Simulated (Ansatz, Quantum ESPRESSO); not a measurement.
# CeSb (P4/mmm): zone-centre phonons, part 2 of 3

Which modes does CeSb (P4/mmm) have at the zone centre?

Quantum ESPRESSO 7.5; DFT PBEsol, scalar-relativistic, plane waves, PseudoDojo norm-conserving, 4f in core pseudopotentials.

So far. Step 2 (A first look): No gap opens on this mesh, so smearing is kept; the start stands at 1.3 GPa. Step 4 (Self-consistent run for the response): The cell stands at 0.038 GPa, close enough for phonons. The relaxed cell has a = 4.111, c = 3.386 Å (conventional setting).

### 5. Linear response at Γ

At q = 0 one unit cell holds all displacements; symmetry groups them into irreducible representations that are solved one by one. With smeared occupations no response to a homogeneous field can be asked.

ph.in reads:

```
phonons
&INPUTPH
  prefix       = 'x'
  outdir       = './tmp'
  fildyn       = 'g.dyn'
  tr2_ph       = 1.0d-18
  alpha_mix(1) = 0.4
  nmix_ph      = 8
/
0.000000000 0.000000000 0.000000000
```

Run with:

```sh
OMP_NUM_THREADS=1 mpirun -n 8 ph.x -nk 8 -in ph.in > ph.out
```

The program printed:

```text
[banners, grids, parts of the stress and lines that vanish by symmetry left out]
[banner, memory and clock lines left out]
Program PHONON v.7.5

     ./tmp/x.save/

     IMPORTANT: XC functional enforced from input :
     Exchange-correlation= PBESOL
                           (   1   4  10   8   0   0   0)
     Any further DFT definition will be discarded
     Please, verify this is what you really want

     G-vector sticks info

     Reading collected, re-writing distributed wavefunctions in ./tmp/

     Number and degeneracy of irreps per q-point
       N         xq(1)         xq(2)         xq(3)   N irreps
       1   0.000000000   0.000000000   0.000000000       4
        1   1   2   2

     Calculation of q =    0.0000000   0.0000000   0.0000000

     phonons

     bravais-lattice index     =            0
     lattice parameter (alat)  =       7.7682  a.u.
     unit-cell volume          =     386.1195 (a.u.)^3
     number of atoms/cell      =            2
     number of atomic types    =            2
     kinetic-energy cut-off    =      72.0000  Ry
     charge density cut-off    =     288.0000  Ry
     convergence threshold     =      1.0E-18
     beta                      =       0.4000
     number of iterations used =            8
     Exchange-correlation= PBESOL
                           (   1   4  10   8   0   0   0)

     celldm(1)=    7.76816  celldm(2)=    0.00000  celldm(3)=    0.00000
     celldm(4)=    0.00000  celldm(5)=    0.00000  celldm(6)=    0.00000

     crystal axes: (cart. coord. in units of alat)
               a(1) = (  1.0000  0.0000  0.0000 )
               a(2) = (  0.0000  1.0000  0.0000 )
               a(3) = (  0.0000  0.0000  0.8237 )

     reciprocal axes: (cart. coord. in units 2 pi/alat)
               b(1) = (  1.0000  0.0000  0.0000 )
               b(2) = (  0.0000  1.0000  0.0000 )
               b(3) = (  0.0000  0.0000  1.2140 )

     Atoms inside the unit cell:

     Cartesian axes

     site n.  atom      mass           positions (alat units)
        1  Ce    140.1160   tau(    1) = (    0.00000    0.00000    0.00000  )
        2  Sb    121.7600   tau(    2) = (    0.50000    0.50000    0.41185  )

     Computing dynamical matrix for
                    q = (   0.0000000   0.0000000   0.0000000 )

     17 Sym.Ops. (with q -> -q+G )

     G cutoff =  440.2194  (  31843 G-vectors)     FFT grid: ( 45, 45, 36)

     number of k points=   105  Marzari-Vanderbilt smearing, width (Ry)=  0.0200

     PseudoPot. # 1 for Ce read from file:
     ./pseudo/Ce.upf
     Pseudo is Norm-conserving + core correction, Zval = 11.0
     Using radial grid of 1804 points,  7 beta functions with:
                l(1) =   0
                l(2) =   0
                l(3) =   1
                l(4) =   1
                l(5) =   2
                l(6) =   2
                l(7) =   3

     PseudoPot. # 2 for Sb read from file:
     ./pseudo/Sb.upf
     Pseudo is Norm-conserving + core correction, Zval = 15.0
     Using radial grid of 1434 points,  6 beta functions with:
                l(1) =   0
                l(2) =   0
                l(3) =   1
                l(4) =   1
                l(5) =   2
                l(6) =   2

     Mode symmetry, D_4h(4/mmm) point group:

     Atomic displacements:
     There are    4 irreducible representations

     Representation     1      1 modes -  To be done

     Representation     2      1 modes -  To be done

     Representation     3      2 modes -  To be done

     Representation     4      2 modes -  To be done

     Alpha used in Ewald sum =   2.8000

     Representation #   1 mode #   1

     Self-consistent Calculation
      thresh= 1.000E-02 alpha_mix =  0.400 |ddv_scf|^2 =  2.030E-06
      thresh= 1.425E-04 alpha_mix =  0.400 |ddv_scf|^2 =  1.540E-07
      thresh= 3.924E-05 alpha_mix =  0.400 |ddv_scf|^2 =  6.634E-09
      thresh= 8.145E-06 alpha_mix =  0.400 |ddv_scf|^2 =  4.847E-10
      thresh= 2.202E-06 alpha_mix =  0.400 |ddv_scf|^2 =  4.829E-12
      thresh= 2.198E-07 alpha_mix =  0.400 |ddv_scf|^2 =  1.413E-13
      thresh= 3.760E-08 alpha_mix =  0.400 |ddv_scf|^2 =  1.775E-14
      thresh= 1.332E-08 alpha_mix =  0.400 |ddv_scf|^2 =  1.779E-16
      thresh= 1.334E-09 alpha_mix =  0.400 |ddv_scf|^2 =  7.851E-18
      thresh= 2.802E-10 alpha_mix =  0.400 |ddv_scf|^2 =  1.998E-19

     End of self-consistent calculation

     Convergence has been achieved

     Representation #   2 mode #   2

     Self-consistent Calculation
      thresh= 1.000E-02 alpha_mix =  0.400 |ddv_scf|^2 =  2.310E-05
      thresh= 4.806E-04 alpha_mix =  0.400 |ddv_scf|^2 =  3.745E-07
      thresh= 6.119E-05 alpha_mix =  0.400 |ddv_scf|^2 =  1.836E-08
      thresh= 1.355E-05 alpha_mix =  0.400 |ddv_scf|^2 =  1.104E-09
[...]
End of self-consistent calculation

     Convergence has been achieved

     Representation #   3 modes #   3   4

     Self-consistent Calculation
[...]
End of self-consistent calculation

     Convergence has been achieved

     Representation #   4 modes #   5   6

     Self-consistent Calculation
[...]
thresh= 5.833E-06 alpha_mix =  0.400 |ddv_scf|^2 =  2.800E-10
      thresh= 1.673E-06 alpha_mix =  0.400 |ddv_scf|^2 =  2.050E-12
      thresh= 1.432E-07 alpha_mix =  0.400 |ddv_scf|^2 =  4.366E-14
      thresh= 2.090E-08 alpha_mix =  0.400 |ddv_scf|^2 =  6.132E-15
      thresh= 7.831E-09 alpha_mix =  0.400 |ddv_scf|^2 =  1.538E-16
      thresh= 1.240E-09 alpha_mix =  0.400 |ddv_scf|^2 =  2.219E-18
      thresh= 1.489E-10 alpha_mix =  0.400 |ddv_scf|^2 =  3.532E-19

     End of self-consistent calculation

     Convergence has been achieved

     Number of q in the star =    1
     List of q in the star:
          1   0.000000000   0.000000000   0.000000000

     Diagonalizing the dynamical matrix

     q = (    0.000000000   0.000000000   0.000000000 )

 **************************************************************************
     freq (    1) =      -0.081922 [THz] =      -2.732632 [cm-1]
     freq (    2) =      -0.081922 [THz] =      -2.732632 [cm-1]
     freq (    3) =      -0.072587 [THz] =      -2.421235 [cm-1]
     freq (    4) =       1.983710 [THz] =      66.169448 [cm-1]
     freq (    5) =       3.812872 [THz] =     127.183732 [cm-1]
     freq (    6) =       3.812872 [THz] =     127.183732 [cm-1]
 **************************************************************************

     Mode symmetry, D_4h(4/mmm) point group:

     freq (   1-   2) =         -2.7  [cm-1]   --> E_u  X_5' M_5'  I
     freq (   3-   3) =         -2.4  [cm-1]   --> A_2u X_4' M_4'  I
     freq (   4-   4) =         66.2  [cm-1]   --> A_2u X_4' M_4'  I
     freq (   5-   6) =        127.2  [cm-1]   --> E_u  X_5' M_5'  I
```

It took 3.5 min on 8 MPI ranks of Arm Neoverse V2, shared host.

This step gave:

```
largest acoustic frequency at the zone centre before the sum rule : -2.73 cm⁻¹
highest optical zone-centre mode (no LO-TO term)                  : 127.2 cm⁻¹
lowest optical zone-centre mode                                   : 66.17 cm⁻¹
```

The acoustic modes at Γ come out as far as 2.7 cm⁻¹ from zero, where they should vanish, a small numerical error.

### 6. Modes with the sum rule

A rigid shift of the crystal must cost nothing, but grids and finite bases break this; the acoustic sum rule is imposed before the matrix is diagonalised again.

dynmat.in reads:

```
&INPUT
  fildyn = 'g.dyn'
  asr    = 'simple'
  fileig = 'dynmat.eig'
/
```

Run with:

```sh
dynmat.x -in dynmat.in > dynmat.out
```

The program printed:

```text
[banner, memory and clock lines left out]
Program DYNMAT v.7.5

     Reading Dynamical Matrix from file g.dyn
     ...Force constants read
     ...epsilon and Z* not read (not found on file)
     A direction for q was not specified:TO-LO splitting will be absent

     Polarizability (A^3 units)
     multiply by 1.000000 for Clausius-Mossotti correction
         0.000000    0.000000    0.000000
         0.000000    0.000000    0.000000
         0.000000    0.000000    0.000000

     IR activities are in (D/A)^2/amu units

# mode   [cm-1]    [THz]      IR
    1     -0.00   -0.0000    0.0000
    2     -0.00   -0.0000    0.0000
    3      0.00    0.0000    0.0000
    4     66.21    1.9849    0.0000
    5    127.21    3.8137    0.0000
    6    127.21    3.8137    0.0000
```

Run time: 0.47 s. Hardware: 1 thread.

Read from the output:

```
lowest optical zone-centre mode : 66.21 cm⁻¹
```

Unit eigenvectors of the mass-weighted matrix after the sum rule; no LO-TO term. Modes at Γ, with each element's share of the kinetic energy:

| mode | frequency (cm⁻¹) | symmetry | Ce % | Sb % |
| --- | --- | --- | --- | --- |
| 1 | 0.0 | acoustic | 54 | 46 |
| 2 | 0.0 | acoustic | 54 | 46 |
| 3 | 0.0 | acoustic | 54 | 46 |
| 4 | 66.2 | A2u | 46 | 54 |
| 5 | 127.2 | Eu | 46 | 54 |
| 6 | 127.2 | Eu | 46 | 54 |

Displacements in mode 4 (66.2 cm⁻¹), the largest set to 1:
```
Ce1  0.00  0.00 -0.87
Sb2  0.00  0.00  1.00
```

Displacements in mode 5 (127.2 cm⁻¹), the largest set to 1:
```
Ce1  0.00 -0.87  0.00
Sb2  0.00  1.00  0.00
```

The rule moves no optical mode by more than 0.1 cm⁻¹.

### 7. Sum rules set otherwise: a sum rule for molecules or wires on a crystal

This rule also removes rotations, which suits wires and not a crystal; it is tried to see the harm.

dynmat.in reads:

```
&INPUT
  fildyn = 'g.dyn'
  asr    = 'one-dim'
  fileig = 'dynmat.eig'
/
```

Run with:

```sh
dynmat.x -in dynmat.in > dynmat.out
```

The program printed:

```text
[banner, memory and clock lines left out]
Program DYNMAT v.7.5

     Reading Dynamical Matrix from file g.dyn
     ...Force constants read
     ...epsilon and Z* not read (not found on file)
asr rotation axis in 1D system=    3
     Acoustic Sum Rule: || Z*(ASR) - Z*(orig)|| =    0.000000E+00
     Acoustic Sum Rule: ||dyn(ASR) - dyn(orig)||=    1.595137E-01
     A direction for q was not specified:TO-LO splitting will be absent

     Polarizability (A^3 units)
     multiply by 1.000000 for Clausius-Mossotti correction
         0.000000    0.000000    0.000000
         0.000000    0.000000    0.000000
         0.000000    0.000000    0.000000

     IR activities are in (D/A)^2/amu units

# mode   [cm-1]    [THz]      IR
    1     -0.00   -0.0000    0.0000
    2     -0.00   -0.0000    0.0000
    3     -0.00   -0.0000    0.0000
    4      0.00    0.0000    0.0000
    5     66.16    1.9835    0.0000
    6    127.18    3.8128    0.0000
```

The job ended after 0.47 s (1 thread).

The program raised no error, yet the settings are not those of a careful run.

The fault: a sum rule for molecules or wires on a crystal; 1 optical mode is projected out to zero frequency, as if it were a rotation.

For a crystal the rule has to be 'simple' or 'crystal'.

Zone-centre frequencies as printed; negative means imaginary. Modes:

| mode | frequency (cm⁻¹) |
| --- | --- |
| 1 | 0 |
| 2 | 0 |
| 3 | 0 |
| 4 | 0 |
| 5 | 66.16 |
| 6 | 127.2 |

### 8. Sum rules set otherwise (asr no)

Without the rule the raw error of the acoustic modes shows.

dynmat.in reads:

```
&INPUT
  fildyn = 'g.dyn'
  asr    = 'no'
  fileig = 'dynmat.eig'
/
```

Run with:

```sh
dynmat.x -in dynmat.in > dynmat.out
```

The program printed:

```text
[banner, memory and clock lines left out]
Program DYNMAT v.7.5

     Reading Dynamical Matrix from file g.dyn
     ...Force constants read
     ...epsilon and Z* not read (not found on file)
     A direction for q was not specified:TO-LO splitting will be absent

     Polarizability (A^3 units)
     multiply by 1.000000 for Clausius-Mossotti correction
         0.000000    0.000000    0.000000
         0.000000    0.000000    0.000000
         0.000000    0.000000    0.000000

     IR activities are in (D/A)^2/amu units

# mode   [cm-1]    [THz]      IR
    1     -2.73   -0.0819    0.0000
    2     -2.73   -0.0819    0.0000
    3     -2.42   -0.0726    0.0000
    4     66.17    1.9837    0.0000
    5    127.18    3.8129    0.0000
    6    127.18    3.8129    0.0000
```

The job ended after 0.47 s (1 thread).

Read from the output:

* lowest optical zone-centre mode: 66.17 cm⁻¹

Zone-centre frequencies as printed; negative means imaginary. Modes:

| mode | frequency (cm⁻¹) |
| --- | --- |
| 1 | -2.73 |
| 2 | -2.73 |
| 3 | -2.42 |
| 4 | 66.17 |
| 5 | 127.2 |
| 6 | 127.2 |

Against the first rule no mode moves by more than 2.8 cm⁻¹.

[end of part 2 of 3]

[Host names and launcher messages were left out of these logs when they were recorded.]

[Logs are printed without paths, hosts, clocks, repeated set-up lines and the standing remarks that a program may print on its own settings, such as how far it seeks lower states.]

[Hosts, paths, dates, database ids (printed as entryN), source tags and the programs' standing remarks are cut or masked in the printed files.]
